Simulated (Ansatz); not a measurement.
# Ca2Zn2As2O, from a guessed structure to a relaxed one

Starting from a made-up structure for Ca2Zn2As2O, the aim is the relaxed cell, its shortest contacts and, where a second run follows, its electronic structure.

Method: DFT, PBE, plane-wave PAW, files of the set soft_1, scalar-relativistic, no spin, cell and ions relaxed at zero pressure; PAW set soft_1, in the first sound run; inputs show where later runs differ, in Ansatz 0.2.0.

## (1) Set-up

It takes space group I4/mmm (No. 139, tetragonal). The conventional cell has a = 4.171 Å, b = 4.171 Å, c = 14.230 Å, α = 90.00°, β = 90.00°, γ = 90.00°. Nearest to As lie 5 Ca at 2.80 to 2.99 Å and 4 Zn at 2.84 Å. Zn has 2 O at 2.09 Å and 4 As at 2.84 Å nearest. Nearest to Ca lie 1 O at 2.40 Å and 5 As at 2.80 to 2.99 Å. Nearest to O lie 4 Zn at 2.09 Å and 2 Ca at 2.40 Å. Farther neighbours and most contacts between anions are not listed.

## (2) Relaxation of the guess

The guessed cell has no reason to be at equilibrium. It is relaxed with the atoms, within the space group of the guess.

input.yaml reads:

```yaml
crystal:
  lattice:
    - [-2.0855, 2.0855, 7.115]
    - [2.0855, -2.0855, 7.115]
    - [2.0855, 2.0855, -7.115]
  atoms:
    - { symbol: As, position: [0.135, 0.135, 0.0] }
    - { symbol: As, position: [0.865, 0.865, 0.0] }
    - { symbol: Zn, position: [0.5, 0.0, 0.5] }
    - { symbol: Zn, position: [0.0, 0.5, 0.5] }
    - { symbol: Ca, position: [0.3316, 0.3316, 0.0] }
    - { symbol: Ca, position: [0.6684, 0.6684, 0.0] }
    - { symbol: O, position: [0.5, 0.5, 0.0] }
kpoints:
  mp_grid: { grid: [9, 9, 9] }
scf:
  occupations: { method: fermi_dirac, width: 0.05 }
hamiltonian:
  xc: pbe
  pseudopotentials: { kind: paw, azcp: { folder: soft_1 } }
relax:
  f_tol: 0.015
  max_steps: 70
  cell: {}
output:
  forces: true
  stress: true
```

Command:

```
$ ansatz run input.yaml --threads 4 --pin off --max-ram 10240MiB --backend cpu --events-out ev --progress --plain --runs-dir out
```

Numbers of over 12 decimals in the logs are rounded to 6 here.

Log:

```text
basis.fft_grid_basis auto: the FFT boxes are laid along the combinations [[1, 0, 1], [0, 1, 1], [0, 0, 1]] of the cell's own vectors, 4.171, 4.171 and 7.702 Å long. The dense box has 30×30×54 points. Along the cell's own vectors, as sized, it would have 54×54×54, 3.24 times as many. Of the 16 symmetry operations that the crystal satisfies within crystal.symmetry.tolerance (time reversal apart; of a slab, those that k [...]
Engine: ansatz 0.2.0, aarch64-unknown-linux-gnu
Pseudopotentials: kind: paw
Pseudopotential: As, paw, valence charge 15, recommended cutoff 420 eV (normal), soft_1/As.paw.azcp
Pseudopotential: Zn, paw, valence charge 12, recommended cutoff 420 eV (normal), soft_1/Zn.paw.azcp
Pseudopotential: Ca, paw, valence charge 10, recommended cutoff 420 eV (normal), soft_1/Ca.paw.azcp
Pseudopotential: O, paw, valence charge 6, recommended cutoff 420 eV (normal), soft_1/O.paw.azcp
Functional definition: PBE
  parameter kappa = 0.804
  parameter beta = 0.066725
  exchange = pbe_x(kappa = kappa, mu = beta*pi^2/3)
  correlation = pbe_c(beta = beta)
Crystal: 7 atoms, lattice volume = 123.781 Å³
Basis set: ecut = 420 eV, 2403 PW (Γ), FFT grids on a1+a3, a2+a3, a3, exchange–correlation on 60×60×108 points (8 copies of the dense FFT grid, shifted against one another)
Bands: 48, of which v1, the nominal top of the filled ones, is band 40 counted from 1 (39 counted from 0)
Symmetry: 16 space group operations
Space group: I4/mmm (ITA 139), of the structure as read, at distance tolerance 5.0e-5 Å
k-points: 75 of 729
Non-local potential: As, projectors of the file, l = 0: 2, l = 1: 2, l = 2: 3, l = 3: 1
Non-local potential: Zn, projectors of the file, l = 0: 2, l = 1: 2, l = 2: 3, l = 3: 1
Non-local potential: Ca, projectors of the file, l = 0: 3, l = 1: 2, l = 2: 2
Non-local potential: O, projectors of the file, l = 0: 2, l = 1: 2, l = 2: 1
PAW form: soft (Blöchl's): semilocal exchange-correlation on the pseudo side does not see the compensation charge
PAW one-centre angular grid: As, 590 points (default); XC on 64 Gauss nodes
PAW one-centre angular grid: Zn, 590 points (default); XC on 64 Gauss nodes
PAW one-centre angular grid: Ca, 110 points (default); XC on 64 Gauss nodes
PAW one-centre angular grid: O, 110 points (default); XC on 64 Gauss nodes
Initial density: superposition of atomic densities (chi_scale 0.1, normalization cell, long waves kept (reshape's long-wave potential 0.25 eV rms))
Initial wavefunctions: pseudopotential atomic-orbital guess
Functional: x = pbe(κ = 0.804, μ = 0.219515), c = pbe(β = 0.066725)
SCF iter   1: F=—  HF=-20567.103332 eV  |F-HF|=—  |Δ(HF+E_count)|=         —  Δρ=1.56e-1  dr2=8.84e1  ethr=3.10e-3  ⟨swp⟩=9.8  Hψ=17749  notcnv=0
preconditioner: auto → Kerker (q_TF=auto, 2.537 Å⁻¹)  [metal: Δε(μ)=0.015 eV  Ē_g=6.386 eV  σ=0.050 eV  W_gap=0.07  n_scr=32 (ndim 8)  ℏωp=22.1 eV  f_vac=0.000  D(μ)=4.00/eV (n_scr^D=32)]
SCF iter   2: F=—  HF=-20559.530389 eV  |F-HF|=—  |Δ(HF+E_count)|=    7.57e0  Δρ=5.41e-2  dr2=2.02e1  ethr=3.10e-3  ⟨swp⟩=4.7  Hψ=8709  notcnv=0  defer=65
SCF iter   3: F=—  HF=-20557.061661 eV  |F-HF|=—  |Δ(HF+E_count)|=    2.47e0  Δρ=2.50e-2  dr2=5.85e0  ethr=3.10e-3  ⟨swp⟩=3.9  Hψ=5998  notcnv=0  defer=146
SCF iter   4: F=—  HF=-20556.065089 eV  |F-HF|=—  |Δ(HF+E_count)|=   9.97e-1  Δρ=1.69e-2  dr2=3.65e-1  ethr=3.10e-3  ⟨swp⟩=5.0  Hψ=6979  notcnv=0  defer=169
SCF iter   5: F=—  HF=-20555.976074 eV  |F-HF|=—  |Δ(HF+E_count)|=   8.90e-2  Δρ=6.05e-3  dr2=7.06e-2  ethr=4.56e-4  ⟨swp⟩=3.7  Hψ=6557  notcnv=0  defer=168
SCF iter   6: F=—  HF=-20555.967590 eV  |F-HF|=—  |Δ(HF+E_count)|=   8.48e-3  Δρ=2.38e-3  dr2=1.83e-2  ethr=8.82e-5  ⟨swp⟩=2.0  Hψ=5396  notcnv=0  defer=167
SCF iter   7: F=—  HF=-20555.963984 eV  |F-HF|=—  |Δ(HF+E_count)|=   3.61e-3  Δρ=1.18e-3  dr2=1.53e-3  ethr=2.29e-5  ⟨swp⟩=2.2  Hψ=5186  notcnv=0  defer=167
SCF iter   8: F=—  HF=-20555.964175 eV  |F-HF|=—  |Δ(HF+E_count)|=   1.91e-4  Δρ=3.91e-4  dr2=2.81e-4  ethr=1.91e-6  ⟨swp⟩=2.3  Hψ=6915  notcnv=0  defer=163
SCF iter   9: F=—  HF=-20555.964013 eV  |F-HF|=—  |Δ(HF+E_count)|=   1.61e-4  Δρ=1.91e-4  dr2=1.01e-4  ethr=3.51e-7  ⟨swp⟩=2.0  Hψ=6294  notcnv=0  defer=162
SCF iter  10: F=—  HF=-20555.964002 eV  |F-HF|=—  |Δ(HF+E_count)|=   1.11e-5  Δρ=6.30e-5  dr2=6.91e-6  ethr=1.26e-7  ⟨swp⟩=2.0  Hψ=6295  notcnv=0  defer=162
SCF iter  11: F=—  HF=-20555.964022 eV  |F-HF|=—  |Δ(HF+E_count)|=   2.00e-5  Δρ=2.64e-5  dr2=1.37e-6  ethr=8.64e-9  ⟨swp⟩=2.0  Hψ=5625  notcnv=0  defer=162
SCF iter  12: F=—  HF=-20555.964022 eV  |F-HF|=—  |Δ(HF+E_count)|=   1.48e-7  Δρ=9.16e-6  dr2=1.26e-7  ethr=1.71e-9  ⟨swp⟩=2.0  Hψ=5013  notcnv=0  defer=162
SCF iter  13: F=-20555.964022 eV  HF=-20555.964022 eV  |F-HF|=8.84e-9  |Δ(HF+E_count)|=   2.00e-9  Δρ=3.27e-6  dr2=1.80e-8  ethr=1.25e-10  ⟨swp⟩=4.0  Hψ=11240  notcnv=0
SCF 1 converged in 13 iterations: F = -20555.964022 eV  dr2 = 1.80e-8
  greatest PAW one-centre occupation: 0.999 electrons in one spin orbital (limit 2), on the As atom at site 1 (counted from 0), in its partial waves of l = 2
relax step   1: F+E_penalty+E_count = -20555.96402231 eV  Δ(F+E_penalty+E_count) = +0.000e0 eV  max|allowed force component| = 8.533e-1 eV/Å  Δτ_max = 0.0000 Å  P = +5.337 GPa  Ω = 123.781 Å³  (13 SCF iters, dr2 threshold 1.00e-7 eV, accepted)
Crystal: 7 atoms, lattice volume = 134.469 Å³
Basis set: ecut = 420 eV, 2585 PW (Γ), FFT grids on a1+a3, a2+a3, a3, exchange–correlation on 60×60×108 points (8 copies of the dense FFT grid, shifted against one another)
Initial density: handed on by an earlier stage of this run
Initial wavefunctions: those handed on with the density
SCF iter   1: F=—  HF=-20556.744269 eV  |F-HF|=—  |Δ(HF+E_count)|=         —  Δρ=1.94e-2  dr2=2.79e0  ethr=3.10e-3  ⟨swp⟩=9.7  Hψ=15741  notcnv=0  defer=9
preconditioner: auto → LDOS  [metal: Δε(μ)=0.022 eV  Ē_g=13.059 eV  σ=0.050 eV  W_gap=0.11  n_scr=32 (ndim 8)  ℏωp=24.0 eV  f_vac=0.021  D(μ)=1.15/eV (n_scr^D=2)  β→1.0]
SCF iter   2: F=—  HF=-20557.703546 eV  |F-HF|=—  |Δ(HF+E_count)|=   9.59e-1  Δρ=6.07e-2  dr2=9.65e0  ethr=3.10e-3  ⟨swp⟩=4.7  Hψ=7604  notcnv=0  defer=175  recentre
preconditioner: auto → Kerker (q_TF=auto, 2.502 Å⁻¹)  [metal: Δε(μ)=0.067 eV  Ē_g=12.322 eV  σ=0.050 eV  W_gap=0.30  n_scr=32 (ndim 8)  ℏωp=24.0 eV  f_vac=0.023  D(μ)=0.27/eV (n_scr^D=0)  β→0.5]
SCF iter   3: F=—  HF=-20556.259786 eV  |F-HF|=—  |Δ(HF+E_count)|=    1.44e0  Δρ=5.51e-3  dr2=1.45e-1  ethr=3.10e-3  ⟨swp⟩=3.5  Hψ=6833  notcnv=0  defer=199
[...]
iter 1 solved again at ethr=1.76e-5 eV; its pass at ethr=3.10e-3 eV (dr2=1.41e-2 eV) is discarded
SCF iter   1: F=—  HF=-20556.254834 eV  |F-HF|=—  |Δ(HF+E_count)|=         —  Δρ=2.24e-3  dr2=1.42e-2  ethr=1.76e-5  ⟨swp⟩=2.3  Hψ=18346  notcnv=0
preconditioner: auto → Resta (q_TF=auto, 2.503 Å⁻¹)  ε∞=4.6  [insulator: Δε(μ)=0.342 eV  Ē_g=12.671 eV  σ=0.050 eV  W_gap=0.50  n_scr=32 (ndim 8)  ℏωp=24.0 eV  f_vac=0.005  D(μ)=0.38/eV (n_scr^D=0)  ε∞_Penn≈4.6]
SCF iter   2: F=—  HF=-20556.252256 eV  |F-HF|=—  |Δ(HF+E_count)|=   2.58e-3  Δρ=1.20e-3  dr2=1.97e-3  ethr=1.76e-5  ⟨swp⟩=2.0  Hψ=4186  notcnv=0
SCF iter   3: F=—  HF=-20556.251813 eV  |F-HF|=—  |Δ(HF+E_count)|=   4.43e-4  Δρ=6.95e-4  dr2=7.69e-4  ethr=2.46e-6  ⟨swp⟩=2.0  Hψ=6005  notcnv=0
SCF iter   4: F=—  HF=-20556.251698 eV  |F-HF|=—  |Δ(HF+E_count)|=   1.15e-4  Δρ=1.68e-4  dr2=2.76e-5  ethr=9.62e-7  ⟨swp⟩=2.0  Hψ=5255  notcnv=0
SCF iter   5: F=—  HF=-20556.251628 eV  |F-HF|=—  |Δ(HF+E_count)|=   7.06e-5  Δρ=6.07e-5  dr2=3.15e-6  ethr=3.45e-8  ⟨swp⟩=2.0  Hψ=6587  notcnv=0
SCF iter   6: F=-20556.251626 eV  HF=-20556.251627 eV  |F-HF|=3.73e-7  |Δ(HF+E_count)|=   7.04e-7  Δρ=1.18e-5  dr2=2.58e-7  ethr=8.75e-10  ⟨swp⟩=5.0  Hψ=15762  notcnv=0
SCF 3 converged in 6 iterations: F = -20556.251626 eV  dr2 = 2.58e-7
relax step   3: F+E_penalty+E_count = -20556.25162647 eV  Δ(F+E_penalty+E_count) = -2.259e-2 eV  max|allowed force component| = 7.831e-2 eV/Å  Δτ_max = 0.0393 Å  P = -0.015 GPa  Ω = 134.117 Å³  energy of the carried Pulay correction = -7.606e-3 eV  (6 SCF iters, dr2 threshold 7.00e-7 eV, accepted)
[...]
relax step   4: F+E_penalty+E_count = -20556.25901356 eV  Δ(F+E_penalty+E_count) = -7.387e-3 eV  max|allowed force component| = 3.639e-2 eV/Å  Δτ_max = 0.0214 Å  P = -0.004 GPa  Ω = 133.510 Å³  energy of the carried Pulay correction = -7.176e-3 eV  (7 SCF iters, dr2 threshold 7.00e-7 eV, accepted)
[...]
relax step   5: F+E_penalty+E_count = -20556.25923979 eV  Δ(F+E_penalty+E_count) = -2.262e-4 eV  max|allowed force component| = 7.578e-3 eV/Å  Δτ_max = 0.0051 Å  P = -0.019 GPa  Ω = 133.617 Å³  energy of the carried Pulay correction = -7.251e-3 eV  (5 SCF iters, dr2 threshold 8.28e-8 eV, accepted)
[...]
relax step   6: F+E_penalty+E_count = -20556.25929113 eV  Δ(F+E_penalty+E_count) = -5.135e-5 eV  max|allowed force component| = 9.769e-3 eV/Å  Δτ_max = 0.0020 Å  P = +0.035 GPa  Ω = 133.552 Å³  energy of the carried Pulay correction = -7.206e-3 eV  (6 SCF iters, dr2 threshold 1.22e-8 eV, accepted)
[...]
relax step   7: F+E_penalty+E_count = -20556.26831688 eV  Δ(F+E_penalty+E_count) = -9.026e-3 eV  max|allowed force component| = 1.009e-2 eV/Å  Δτ_max = 0.0000 Å  P = +0.098 GPa  Ω = 133.552 Å³  stress off target by 1.17e-1 GPa  SCF on the basis re-selected at this cell (its energy is not comparable with the rows above)  (8 SCF iters)
[...]
relax step   8: F+E_penalty+E_count = -20556.26825923 eV  Δ(F+E_penalty+E_count) = +5.765e-5 eV  max|allowed force component| = 1.270e-4 eV/Å  Δτ_max = 0.0008 Å  P = +0.001 GPa  Ω = 133.730 Å³  energy of the carried Pulay correction = -1.239e-4 eV  (5 SCF iters, dr2 threshold 3.40e-8 eV, accepted)
iter 1 solved again at ethr=8.01e-8 eV; its pass at ethr=3.10e-3 eV (dr2=6.41e-5 eV) is discarded
SCF iter   1: F=—  HF=-20556.268527 eV  |F-HF|=—  |Δ(HF+E_count)|=         —  Δρ=6.96e-6  dr2=2.70e-8  ethr=8.01e-8  ⟨swp⟩=3.3  Hψ=26742  notcnv=0
preconditioner: auto → Resta (q_TF=auto, 2.504 Å⁻¹)  ε∞=4.6  [insulator: Δε(μ)=0.310 eV  Ē_g=12.687 eV  σ=0.050 eV  W_gap=0.55  n_scr=32 (ndim 8)  ℏωp=24.0 eV  f_vac=0.004  D(μ)=0.40/eV (n_scr^D=0)  ε∞_Penn≈4.6]
SCF iter   2: F=—  HF=-20556.268387 eV  |F-HF|=—  |Δ(HF+E_count)|=   1.40e-4  Δρ=6.30e-6  dr2=2.50e-8  ethr=3.37e-11  ⟨swp⟩=3.0  Hψ=8787  notcnv=0
SCF iter   3: F=—  HF=-20556.268387 eV  |F-HF|=—  |Δ(HF+E_count)|=   4.82e-9  Δρ=1.98e-6  dr2=3.72e-9  ethr=3.13e-11  ⟨swp⟩=2.0  Hψ=4498  notcnv=0
SCF iter   4: F=—  HF=-20556.268387 eV  |F-HF|=—  |Δ(HF+E_count)|=   1.30e-9  Δρ=7.48e-7  dr2=7.53e-10  ethr=4.65e-12  ⟨swp⟩=2.0  Hψ=5705  notcnv=0
SCF iter   5: F=—  HF=-20556.268387 eV  |F-HF|=—  |Δ(HF+E_count)|=  1.46e-11  Δρ=4.19e-7  dr2=2.53e-10  ethr=1.00e-12  ⟨swp⟩=2.0  Hψ=5256  notcnv=0
SCF iter   6: F=—  HF=-20556.268387 eV  |F-HF|=—  |Δ(HF+E_count)|=  1.09e-10  Δρ=4.17e-7  dr2=1.97e-10  ethr=1.00e-12  ⟨swp⟩=2.0  Hψ=5152  notcnv=0
SCF iter   7: F=-20556.268387 eV  HF=-20556.268387 eV  |F-HF|=7.28e-12  |Δ(HF+E_count)|=  1.46e-11  Δρ=7.26e-8  dr2=4.64e-12  ethr=1.00e-12  ⟨swp⟩=3.1  Hψ=12275  notcnv=0
SCF 9 converged in 7 iterations: F = -20556.268387 eV  dr2 = 4.64e-12
relax step   9: F+E_penalty+E_count = -20556.26838661 eV  Δ(F+E_penalty+E_count) = -1.274e-4 eV  max|allowed force component| = 1.612e-4 eV/Å  Δτ_max = 0.0000 Å  P = +0.001 GPa  Ω = 133.730 Å³  stress off target by 2.64e-3 GPa  SCF on the basis re-selected at this cell (its energy is not comparable with the rows above)  (7 SCF iters)
basis re-selected at this cell: Δ(F+E_penalty+E_count) = -1.274e-4 eV, ΔP = +0.000 GPa vs the last step (what re-selecting the basis moved, of the pressure what is left beyond the Pulay correction that the steps carried, after the strain that the cell walked since its last selection, with what the two solves' SCF thresholds leave and, on support functions, any second-order correction that the steps lacked; it is no m [...]
SCF converged after 7 iterations
Free energy (F): -20556.268387 eV
Harris-Foulkes:  -20556.268387 eV  (|F-HF|=7.28e-12)
Internal energy: -20556.264614 eV  (E = F + TS)
E sigma→0 (E₀):  -20556.266500 eV
Entropy (-TS):   -0.003773 eV (-0.539 meV/atom)
Fermi energy:    9.005413 eV
--- Per-component energies (eV) ---
  E_band       = -654.769903
  E_kinetic    = 1166.286509
  E_local      = -10435.197823  (includes V_loc(G=0)·N_el)
  E_nonlocal   = 1091.283514
  E_hartree    = 4719.455379
  E_xc         = -625.998976
  E_vxc        = -659.933282  (∫ρ·V_xc dr)
  E_paw        = -9718.134146  (= ΣΔE_a)
  E_vpaw       = -1256.119880  (= ΣTr[D̂ρ^β])
  E_aug_tail   = 0.000230  (compensation charges beyond the density's cutoff)
  E_ewald      = -6753.959302
  E_smearing   = -0.003773  (= −TS)
  E_closure    = 0.000000  (closes the sum)
  Σ components = -20556.268387   (vs F -20556.268387, Δ=0.00e0)
--- Forces (eV/Å), atoms counted from 1 ---
  atom   1  As     0.00000000     0.00000000    -0.00016118
  atom   2  As    -0.00000000     0.00000000     0.00016118
  atom   3  Zn    -0.00000000     0.00000000     0.00000000
  atom   4  Zn     0.00000000    -0.00000000    -0.00000000
  atom   5  Ca     0.00000000     0.00000000    -0.00002644
  atom   6  Ca    -0.00000000     0.00000000     0.00002644
  atom   7  O     -0.00000000    -0.00000000    -0.00000000
  max |Σ_I F_I| component: 4.01e-18 eV/Å
--- Stress (GPa, compression-positive) ---
        0.000746       0.000000       0.000000
        0.000000       0.000746      -0.000000
        0.000000      -0.000000       0.002644
  P = ⅓ Tr σ = 0.0014 GPa (0.014 kbar)
--- Relaxed structure (7 steps of the walk, 7 accepted, 2 SCFs on fresh bases) ---
  F+E_penalty+E_count = -20556.26838661 eV   max|allowed force component| = 1.612e-4 eV/Å   (the final SCF, on the basis selected at the relaxed cell)
  cell:  # Å, volume = 133.7301 Å³
    - [-2.134255, 2.134255, 7.339671]
    - [2.134255, -2.134255, 7.339671]
    - [2.134255, 2.134255, -7.339671]
  atoms:
    - { symbol: As, position: [0.127640, 0.127640, 0] }
    - { symbol: As, position: [0.872360, 0.872360, 0] }
    - { symbol: Zn, position: [0.500000, 1.0449092315892828e-18, 0.500000] }
    - { symbol: Zn, position: [1.0449092315892827e-18, 0.500000, 0.500000] }
    - { symbol: Ca, position: [0.339557, 0.339557, 0] }
    - { symbol: Ca, position: [0.660443, 0.660443, 0] }
    - { symbol: O, position: [0.5, 0.5, 0] }
```

It took 65 s on 4 threads of Arm Neoverse V1, shared host; peak memory 0.74 GiB.

Step by step:

```csv
step,energy less that of the first step (eV),largest force component (eV/Å),pressure (GPa),volume (Å³)
1,0.0000,0.8533,5.34,123.78
2,-0.2650,0.2829,0.15,134.47
3,-0.2876,0.0783,-0.01,134.12
4,-0.2950,0.0364,0.00,133.51
5,-0.2952,0.0076,-0.02,133.62
6,-0.2953,0.0098,0.04,133.55
7*,-0.3043,0.0101,0.10,133.55
8,-0.3042,0.0001,0.00,133.73
9*,-0.3044,0.0002,0.00,133.73
```

Relaxation steps marked * repeat the geometry before them on a plane-wave basis chosen anew for their cell, so energy and pressure can jump there.

Forces are held to the 16 operations that the run works with; a distortion that breaks them can't arise in this run.

```csv
"conventional cell, symmetrised",before,after,change
a (Å),4.171,4.269,+2.3 %
b (Å),4.171,4.269,+2.3 %
c (Å),14.230,14.679,+3.2 %
volume (Å³/atom),17.68,19.10,+8.0 %
```

The atoms that moved most (Å, as changes of fractional coordinates times the final cell):

```csv
atom,dx,dy,dz,length
Ca6,0.000,0.000,-0.117,0.117
Ca5,0.000,0.000,0.117,0.117
As2,0.000,0.000,0.108,0.108
As1,0.000,0.000,-0.108,0.108
```

Numbers from this step:

```yaml
free_energy: -20556.2684 eV
energy_at_zero_smearing: -20556.2665 eV
smearing_term_ts: 0.003773 eV
fermi_energy: 9.005 eV
electrons: 80
symmetry_operations: 16
pressure: 0.001379 GPa
```

Shortest distances by pair of elements, guess and relaxed (not always the same contact):

```csv
pair,guess (Å),relaxed (Å)
O–Zn,2.086,2.134
Ca–O,2.396,2.355
As–Zn,2.835,2.840
Zn–Zn,2.949,3.018
As–Ca,2.798,3.056
```

The relaxation ends with a largest force component of 1.6e-4 eV/Å and a pressure of 0.00 GPa.

[end of part 1 of 2]

[Logs are printed without paths, hosts, clocks, repeated set-up lines and the standing remarks that a program may print on its own settings, such as how far it seeks lower states.]

[Hosts, paths, dates, database ids (printed as entryN), source tags and the programs' standing remarks are cut or masked in the printed files.]
